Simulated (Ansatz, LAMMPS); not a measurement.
# Static equation of state of amorphous Hg32S25Se7 (64 atoms)

Density of this cell: 5.84 g/cm³. The cell holds 64 atoms: 32 Hg, 25 S and 7 Se. Its edges and angles: a = 12.948 Å, b = 14.292 Å, c = 12.347 Å, α = 89.7°, β = 98.0°, γ = 77.9°. The starting structure: 64 atoms (32 Hg, 25 S, 7 Se) placed at random at 7.29 g/cm³, melted at 2500 K for 10 ps at fixed volume with the Stillinger-Weber II-VI potential (Zhou et al., Phys. Rev. B 88, 085309 (2013)). Quenched from 2500 K to 300 K at 5 K/ps and fixed volume, held 5 ps.

Calculated with Ansatz 0.2.0: Kohn-Sham DFT, PBE, PAW (set soft_1), plane waves; cutoff 420 eV, Γ point, fermi-dirac smearing of 0.025 eV. Cell and atoms were relaxed first, to V0 = 34.545 Å³ an atom at a residual P0 = -0.008 GPa. The cell was then scaled evenly, and the atoms were relaxed at each volume.

| volume (Å³/atom) | pressure (GPa) |
| --- | --- |
| 31.090 | 0.7126 |
| 32.472 | ? |
| 33.508 | 0.1430 |
| 35.581 | -0.03502 |
| 36.617 | -0.2185 |

**Question.** Fit the third-order Birch–Murnaghan equation to the rows given and interpolate to the withheld row.

**Working.**

Take the Eulerian strain f = ½[(V0/V)^(2/3) − 1] and the normalised pressure F = (P − P0) / [3f(1 + 2f)^(5/2)]. The third-order Birch–Murnaghan equation is then the line F = B0 + (3/2)B0(B′ − 4) f, so u = f and v = F.

| u = f | v = F (GPa) |
| --- | --- |
| 0.0363830 | 5.53836 |
| 0.0102568 | 4.66382 |
| -0.00975658 | 0.972098 |
| -0.0190504 | 4.05997 |

With n = 4: mean u = 0.00445821, mean v = 3.80856, Σ(u − ū)² = 0.0018075, Σ(u − ū)(v − v̄) = 0.094592. Slope b = 0.094592 / 0.0018075 = 52.332; intercept a = v̄ − b ū = 3.5753.

So B0 = a = 3.58 GPa and B′ = 4 + 2b/(3a) = 13.8. At the withheld volume f = 0.02106, F = a + b f = 4.677 GPa, and P = P0 + 3f(1 + 2f)^(5/2) F.

Prediction at 32.472: 0.3196 GPa. The run gave 0.3945 GPa, so the fit is low by 0.075 GPa (19 % of the value).

The series isn't one smooth equation of state: even a line fitted to all rows, the withheld one included, misses F by up to 224.6 % and the count of bonds changes along the series. B0 and B′ are then only the numbers of this fit, not moduli of the material. Among the rows given, the largest miss of the fit is at 36.617, by 0.077 GPa (8.3 % of the range of the table).

Limits: Static cells at zero temperature; the cell shape is held. The program notes that the SCF threshold of these relaxations is loose for the stress. The quench rate of 5 K/ps is many orders above laboratory rates, so the cell is likely richer in defects and strain than a real sample. The network of bonds at the start is that of the classical potential that made the cell, and needn't be the one that DFT or experiment would give. Only the Γ point is sampled, in a cell whose shortest periodic width is 12 Å.

[Hosts, paths, dates, database ids (printed as entryN), source tags and the programs' standing remarks are cut or masked in the printed files.]
